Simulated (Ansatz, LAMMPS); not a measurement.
## Charge trapping in amorphous 29Ga2O3-71GeO2 (mol %) (86 atoms)

Aim: add and remove one electron in amorphous 29Ga2O3-71GeO2 (mol %) (86 atoms), with atoms held and relaxed, and read trapping energy and localisation.

Calculated with Ansatz 0.2.0; Kohn-Sham DFT, PBE, PAW (set soft_2), plane waves.

## 1. The starting structure

The cell holds 86 atoms: 14 Ga, 17 Ge and 55 O. Cell: a = 10.758 Å, b = 10.758 Å, c = 10.758 Å, α = 90.0°, β = 90.0°, γ = 90.0°. 86 atoms (14 Fe, 17 Ge, 55 O) placed at random at 3.93 g/cm³, melted at 5000 K for 10 ps at fixed volume with the Morse and Coulomb pair potential with partial charges (Pedone, Malavasi, Menziani, Cormack and Segre, J. Phys. Chem. B 110, 11780 (2006)). Quenched from 5000 K to 300 K at 100 K/ps and fixed volume, held 5 ps, then minimised at fixed cell. Then Fe was replaced by Ga and the cell scaled by 1.006 (the potential has no terms for the new elements, so the cell is a start for a DFT relaxation).

Limits known from the start: The quench rate of 100 K/ps far exceeds what a furnace or splat quench reaches, so expect more defects and frozen-in strain than in a real sample. The network of bonds at the start is that of the classical potential that made the cell, and needn't be the one that DFT or experiment would give. The Brillouin zone is sampled at Γ only, in a cell whose shortest periodic width is 11 Å.

## 2. Single point at the start

The forces at the start show how far the geometry lies from a minimum of this functional.

Contents of input.yaml:

```yaml
crystal:
  lattice:
    - [10.75796, 0.0, 0.0]
    - [0.0, 10.75796, 0.0]
    - [0.0, 0.0, 10.75796]
  atoms:
    - { symbol: Ga, position: [0.07969, 0.96498, 0.82323] }
    - { symbol: Ga, position: [0.06538, 0.18993, 0.57543] }
    - { symbol: Ga, position: [0.82683, 0.09476, 0.9082] }
    - { symbol: Ga, position: [0.97472, 0.13733, 0.12779] }
    - { symbol: Ga, position: [0.88063, 0.09638, 0.39078] }
    - { symbol: Ga, position: [0.07904, 0.34655, 0.27302] }
    - { symbol: Ga, position: [0.10461, 0.93991, 0.32718] }
    - { symbol: Ga, position: [0.04947, 0.25788, 0.84659] }
    - { symbol: Ga, position: [0.48418, 0.41243, 0.19455] }
    - { symbol: Ga, position: [0.56577, 0.74471, 0.21997] }
    - { symbol: Ga, position: [0.042, 0.59909, 0.16007] }
    - { symbol: Ga, position: [0.85882, 0.81286, 0.32477] }
    - { symbol: Ga, position: [0.87044, 0.89607, 0.08588] }
    - { symbol: Ga, position: [0.26573, 0.47997, 0.01292] }
    - { symbol: Ge, position: [0.24513, 0.802, 0.06754] }
    - { symbol: Ge, position: [0.58544, 0.52624, 0.93312] }
    - { symbol: Ge, position: [0.3746, 0.53246, 0.71539] }
    - { symbol: Ge, position: [0.38481, 0.76272, 0.50212] }
    - { symbol: Ge, position: [0.66338, 0.13678, 0.18967] }
    - { symbol: Ge, position: [0.76091, 0.51441, 0.28165] }
    - { symbol: Ge, position: [0.67452, 0.81371, 0.85622] }
    - { symbol: Ge, position: [0.31074, 0.33488, 0.47133] }
    - { symbol: Ge, position: [0.33081, 0.05786, 0.62228] }
    - { symbol: Ge, position: [0.46857, 0.96136, 0.02118] }
    - { symbol: Ge, position: [0.7734, 0.33656, 0.5409] }
    - { symbol: Ge, position: [0.26468, 0.19266, 0.05968] }
    - { symbol: Ge, position: [0.61856, 0.14051, 0.71497] }
    - { symbol: Ge, position: [0.82492, 0.89996, 0.63254] }
    - { symbol: Ge, position: [0.0959, 0.64449, 0.44786] }
    - { symbol: Ge, position: [0.98847, 0.48648, 0.70168] }
    - { symbol: Ge, position: [0.87301, 0.42326, 0.99834] }
    - { symbol: O, position: [0.03546, 0.78099, 0.38563] }
    - { symbol: O, position: [0.79155, 0.9022, 0.92493] }
    - { symbol: O, position: [0.94259, 0.97713, 0.24454] }
    - { symbol: O, position: [0.65354, 0.26256, 0.61636] }
    - { symbol: O, position: [0.79088, 0.09474, 0.09478] }
    - { symbol: O, position: [0.73271, 0.78769, 0.70915] }
    - { symbol: O, position: [0.67308, 0.16568, 0.86271] }
    - { symbol: O, position: [0.72482, 0.82801, 0.19429] }
    - { symbol: O, position: [0.83512, 0.91425, 0.47387] }
    - { symbol: O, position: [0.26828, 0.52253, 0.83778] }
    - { symbol: O, position: [0.15238, 0.31848, 0.43364] }
    - { symbol: O, position: [0.07124, 0.53767, 0.32762] }
    - { symbol: O, position: [0.95902, 0.74658, 0.12306] }
    - { symbol: O, position: [0.10113, 0.42913, 0.10474] }
    - { symbol: O, position: [0.391, 0.39213, 0.34703] }
    - { symbol: O, position: [0.2096, 0.64648, 0.08986] }
    - { symbol: O, position: [0.93848, 0.24086, 0.26756] }
    - { symbol: O, position: [0.34131, 0.32482, 0.10372] }
    - { symbol: O, position: [1.0e-05, 0.02153, 0.98971] }
    - { symbol: O, position: [0.34414, 0.91382, 0.55026] }
    - { symbol: O, position: [0.19359, 0.85566, 0.92507] }
    - { symbol: O, position: [0.84659, 0.44231, 0.63916] }
    - { symbol: O, position: [0.46157, 0.51882, 0.03732] }
    - { symbol: O, position: [0.1877, 0.07395, 0.69887] }
    - { symbol: O, position: [0.74859, 0.40765, 0.39956] }
    - { symbol: O, position: [0.14958, 0.17098, 0.16996] }
    - { symbol: O, position: [0.24964, 0.69, 0.44892] }
    - { symbol: O, position: [0.55677, 0.03011, 0.134] }
    - { symbol: O, position: [0.726, 0.02275, 0.67657] }
    - { symbol: O, position: [0.06729, 0.34148, 0.69214] }
    - { symbol: O, position: [0.9263, 0.2711, 0.98686] }
    - { symbol: O, position: [0.06483, 0.06054, 0.44816] }
    - { symbol: O, position: [0.86453, 0.48895, 0.1506] }
    - { symbol: O, position: [0.54816, 0.90672, 0.89411] }
    - { symbol: O, position: [0.64287, 0.67873, 0.93499] }
    - { symbol: O, position: [0.1973, 0.88546, 0.19447] }
    - { symbol: O, position: [0.7199, 0.44296, 0.95811] }
    - { symbol: O, position: [0.05121, 0.58709, 0.59226] }
    - { symbol: O, position: [0.48761, 0.76428, 0.378] }
    - { symbol: O, position: [0.1922, 0.24485, 0.92861] }
    - { symbol: O, position: [0.96083, 0.48068, 0.8673] }
    - { symbol: O, position: [0.4138, 0.81922, 0.08608] }
    - { symbol: O, position: [0.96773, 0.88961, 0.70353] }
    - { symbol: O, position: [0.34735, 0.06439, 0.01627] }
    - { symbol: O, position: [0.40638, 0.67299, 0.63739] }
    - { symbol: O, position: [0.8217, 0.64417, 0.3499] }
    - { symbol: O, position: [0.61063, 0.28661, 0.17518] }
    - { symbol: O, position: [0.95169, 0.13104, 0.78023] }
    - { symbol: O, position: [0.33436, 0.42949, 0.59867] }
    - { symbol: O, position: [0.46569, 0.09307, 0.7032] }
    - { symbol: O, position: [0.88916, 0.22198, 0.52433] }
    - { symbol: O, position: [0.71454, 0.10967, 0.33608] }
    - { symbol: O, position: [0.32752, 0.181, 0.51744] }
    - { symbol: O, position: [0.51158, 0.49834, 0.79448] }
    - { symbol: O, position: [0.61593, 0.56262, 0.22757] }
kpoints:
  mp_grid: { grid: [1, 1, 1] }
hamiltonian:
  xc: pbe
scf:
  occupations: { method: fixed }
output:
  forces: true
```

Started as:

```
ansatz run input.yaml --threads 4 --pin off --max-ram 8192MiB --backend cpu --events-out ev --progress --plain --runs-dir out
```

Log:

```text
[...]
Pseudopotentials: kind: paw
Pseudopotential: Ga, paw, valence charge 13, recommended cutoff 420 eV (normal), Ga.paw.azcp
Pseudopotential: Ge, paw, valence charge 14, recommended cutoff 420 eV (normal), Ge.paw.azcp
Pseudopotential: O, paw, valence charge 6, recommended cutoff 420 eV (normal), O.paw.azcp
[... 5 lines on functional and potentials left out ...]
Crystal: 86 atoms, lattice volume = 1245.059 Å³
Basis set: ecut = 420 eV, 24303 PW (Γ), exchange–correlation on 144×144×144 points (8 copies of the dense FFT grid, shifted against one another)
Bands: 461, of which v1, the nominal top of the filled ones, is band 375 counted from 1 (374 counted from 0)
Symmetry: 1 space group operations
Space group: P1 (ITA 1), of the structure as read, at distance tolerance 1.1e-4 Å
k-points: 1
[... 7 lines on functional and potentials left out ...]
Initial density: superposition of atomic densities (neutral atoms: chi_scale 0, normalization atom), corrected by the library's trained network
Initial wavefunctions: pseudopotential atomic-orbital guess
[...]
SCF iter   1: F=—  HF=-157174.699349 eV  |F-HF|=—  |Δ(HF+E_count)|=         —  Δρ=3.02e-3  dr2=1.15e-1  ethr=1.77e-3  ⟨swp⟩=5.0  Hψ=1453  notcnv=0  defer=84
preconditioner: auto → Resta (q_TF=auto, 2.507 Å⁻¹)  ε∞=3.3  [insulator: Δε(μ)=1.001 eV  Ē_g=19.147 eV  n_scr=340 (ndim 8)  ℏωp=28.8 eV  f_vac=0.220  ε∞_Penn≈3.3]
[...]
SCF iter   9: F=—  HF=-157174.695310 eV  |F-HF|=—  |Δ(HF+E_count)|=   4.79e-7  Δρ=4.71e-6  dr2=2.88e-7  ethr=1.63e-10  ⟨swp⟩=2.0  Hψ=754  notcnv=0  defer=82
SCF iter  10: F=-157174.695310 eV  HF=-157174.695310 eV  |F-HF|=1.78e-8  |Δ(HF+E_count)|=   5.75e-8  Δρ=1.74e-6  dr2=4.18e-8  ethr=1.33e-11  ⟨swp⟩=4.0  Hψ=1360  notcnv=0
SCF 1 converged in 10 iterations: F = -157174.695310 eV  dr2 = 4.18e-8
[...]
SCF converged after 10 iterations
Free energy (F): -157174.695310 eV
Harris-Foulkes:  -157174.695310 eV  (|F-HF|=1.78e-8)
Internal energy: -157174.695310 eV  (E = F + TS)
E sigma→0 (E₀):  -157174.695310 eV
Fermi energy:    4.270331 eV
--- Per-component energies (eV) ---
[...]
Σ components = -157174.695310   (vs F -157174.695310, Δ=0.00e0)
--- Forces (eV/Å), atoms counted from 1 ---
  atom   1  Ga    -0.70665886    -0.16311188     0.17375704
  atom   2  Ga    -0.13539636     0.19786731    -0.61170160
  atom   3  Ga    -0.67272467    -0.20111652    -0.62614425
  atom   4  Ga     0.32346336     0.47707751     0.12310327
[...]
atom  86  O     -2.40729709     0.01295323    -0.71971752
  max |Σ_I F_I| component: 2.49e-5 eV/Å
```

Run time: 9 s. Hardware: 4 threads of AMD EPYC 9R14 (Zen 4), shared host; peak memory 1.8 GiB; 34 s of CPU time.

Reading the cycles: dr2 is the Hartree energy of the density residual (eV), the measure of convergence; HF is the Harris–Foulkes estimate of the energy, which meets the free energy F at convergence.

The r.m.s. force at the start is 0.83 eV/Å.

## 3. Relaxation

The atoms are relaxed in the fixed cell, aiming at the force tolerance of the input.

Contents of input.yaml:

```yaml
crystal:
  lattice:
    - [10.75796, 0.0, 0.0]
    - [0.0, 10.75796, 0.0]
    - [0.0, 0.0, 10.75796]
  atoms:
    [... the 86 atom lines of step 2 ...]
kpoints:
  mp_grid: { grid: [1, 1, 1] }
hamiltonian:
  xc: pbe
scf:
  occupations: { method: fixed }
output:
  forces: true
relax:
  f_tol: 0.05
  max_steps: 120
```

Log:

```text
[...]
Crystal: 86 atoms, lattice volume = 1245.059 Å³
Basis set: ecut = 420 eV, 24303 PW (Γ), exchange–correlation on 144×144×144 points (8 copies of the dense FFT grid, shifted against one another)
Bands: 461, of which v1, the nominal top of the filled ones, is band 375 counted from 1 (374 counted from 0)
Symmetry: 1 space group operations
[...]
k-points: 1
[...]
SCF iter   1: F=—  HF=-157174.699349 eV  |F-HF|=—  |Δ(HF+E_count)|=         —  Δρ=3.02e-3  dr2=1.15e-1  ethr=1.77e-3  ⟨swp⟩=5.0  Hψ=1453  notcnv=0  defer=84
[...]
SCF iter   5: F=—  HF=-157174.695296 eV  |F-HF|=—  |Δ(HF+E_count)|=   7.51e-5  Δρ=1.43e-4  dr2=2.58e-4  ethr=9.05e-8  ⟨swp⟩=2.0  Hψ=752  notcnv=0  defer=84
SCF iter   6: F=-157174.695301 eV  HF=-157174.695301 eV  |F-HF|=7.15e-7  |Δ(HF+E_count)|=   4.57e-6  Δρ=4.06e-5  dr2=2.24e-5  ethr=8.33e-9  ⟨swp⟩=2.0  Hψ=1483  notcnv=0
SCF 1 converged in 6 iterations: F = -157174.695301 eV  dr2 = 2.24e-5
[...]
relax step   1: F+E_penalty+E_count = -157174.69530141 eV  Δ(F+E_penalty+E_count) = +0.000e0 eV  max|allowed force component| = 2.596e0 eV/Å  Δτ_max = 0.0000 Å  (6 SCF iters, dr2 threshold 6.25e-5 eV, accepted)
[...]
relax step   2: F+E_penalty+E_count = -157178.28429102 eV  Δ(F+E_penalty+E_count) = -3.589e0 eV  max|allowed force component| = 1.231e0 eV/Å  Δτ_max = 0.1456 Å  (7 SCF iters, dr2 threshold 1.00e-4 eV, accepted)
[...]
relax step   3: F+E_penalty+E_count = -157180.23027305 eV  Δ(F+E_penalty+E_count) = -1.946e0 eV  max|allowed force component| = 7.549e-1 eV/Å  Δτ_max = 0.1948 Å  (8 SCF iters, dr2 threshold 9.47e-5 eV, accepted)
relax step   4: F+E_penalty+E_count = -157181.05752106 eV  Δ(F+E_penalty+E_count) = -8.272e-1 eV  max|allowed force component| = 5.056e-1 eV/Å  Δτ_max = 0.2000 Å  (7 SCF iters, dr2 threshold 1.00e-4 eV, accepted)
relax step   5: F+E_penalty+E_count = -157181.71428902 eV  Δ(F+E_penalty+E_count) = -6.568e-1 eV  max|allowed force component| = 6.288e-1 eV/Å  Δτ_max = 0.1951 Å  (7 SCF iters, dr2 threshold 9.61e-5 eV, accepted)
relax step   6: F+E_penalty+E_count = -157182.19462782 eV  Δ(F+E_penalty+E_count) = -4.803e-1 eV  max|allowed force component| = 4.940e-1 eV/Å  Δτ_max = 0.2000 Å  (7 SCF iters, dr2 threshold 1.00e-4 eV, accepted)
relax step   7: F+E_penalty+E_count = -157182.70740041 eV  Δ(F+E_penalty+E_count) = -5.128e-1 eV  max|allowed force component| = 3.135e-1 eV/Å  Δτ_max = 0.2000 Å  (8 SCF iters, dr2 threshold 1.00e-4 eV, accepted)
relax step   8: F+E_penalty+E_count = -157182.88341225 eV  Δ(F+E_penalty+E_count) = -1.760e-1 eV  max|allowed force component| = 4.980e-1 eV/Å  Δτ_max = 0.1946 Å  (7 SCF iters, dr2 threshold 3.96e-5 eV, accepted)
relax step   9: F+E_penalty+E_count = -157183.00390608 eV  Δ(F+E_penalty+E_count) = -1.205e-1 eV  max|allowed force component| = 6.951e-1 eV/Å  Δτ_max = 0.2000 Å  (7 SCF iters, dr2 threshold 9.99e-5 eV, accepted)
relax step  10: F+E_penalty+E_count = -157183.03862836 eV  Δ(F+E_penalty+E_count) = -3.472e-2 eV  max|allowed force component| = 3.081e-1 eV/Å  Δτ_max = 0.0668 Å  (6 SCF iters, dr2 threshold 1.00e-4 eV, accepted)
relax step  11: F+E_penalty+E_count = -157183.04856013 eV  Δ(F+E_penalty+E_count) = -9.932e-3 eV  max|allowed force component| = 1.465e-1 eV/Å  Δτ_max = 0.1339 Å  (7 SCF iters, dr2 threshold 1.86e-5 eV, accepted)
relax step  12: F+E_penalty+E_count = -157183.06997367 eV  Δ(F+E_penalty+E_count) = -2.141e-2 eV  max|allowed force component| = 7.826e-2 eV/Å  Δτ_max = 0.0890 Å  (7 SCF iters, dr2 threshold 4.21e-6 eV, accepted)
[...]
relax step  13: F+E_penalty+E_count = -157183.07316700 eV  Δ(F+E_penalty+E_count) = -3.193e-3 eV  max|allowed force component| = 2.494e-2 eV/Å  Δτ_max = 0.0337 Å  (9 SCF iters, accepted)
SCF converged after 9 iterations
Free energy (F): -157183.073167 eV
[...]
Internal energy: -157183.073167 eV  (E = F + TS)
E sigma→0 (E₀):  -157183.073167 eV
Fermi energy:    4.042836 eV
[...]
Σ components = -157183.073167   (vs F -157183.073167, Δ=0.00e0)
--- Forces (eV/Å), atoms counted from 1 ---
  atom   1  Ga    -0.00481796    -0.01206621    -0.00461183
  atom   2  Ga    -0.00568016     0.01009177    -0.01824005
  atom   3  Ga    -0.00829172     0.00227199    -0.00428176
  atom   4  Ga    -0.00060521    -0.00223706    -0.00101243
[...]
atom  86  O      0.01466105    -0.00134513    -0.00045920
  max |Σ_I F_I| component: 2.22e-5 eV/Å
--- Relaxed structure (13 steps of the walk, 13 accepted, 0 SCFs on fresh bases) ---
  F+E_penalty+E_count = -157183.07316700 eV   max|allowed force component| = 2.494e-2 eV/Å
  atoms:
    - { symbol: Ga, position: [0.026606, 0.931359, 0.879389] }
    - { symbol: Ga, position: [0.091148, 0.201139, 0.532006] }
    - { symbol: Ga, position: [0.784640, 0.083097, 0.896597] }
    - { symbol: Ga, position: [0.965684, 0.152438, 0.094640] }
[...]
- { symbol: O, position: [0.616393, 0.546904, 0.229221] }
```

Wall time 91 s (4 threads); peak memory 1.8 GiB; 5.7 min of CPU time.

The relaxation converged after 13 steps, 8.38 eV below its start, with a largest force component of 0.025 eV/Å.

[end of part 1 of 4]

[Long decimals in the printed logs are rounded to 6 places.]

[Logs are printed without paths, hosts, clocks, repeated set-up lines and the standing remarks that a program may print on its own settings, such as how far it seeks lower states.]

[Hosts, paths, dates, database ids (printed as entryN), source tags and the programs' standing remarks are cut or masked in the printed files.]
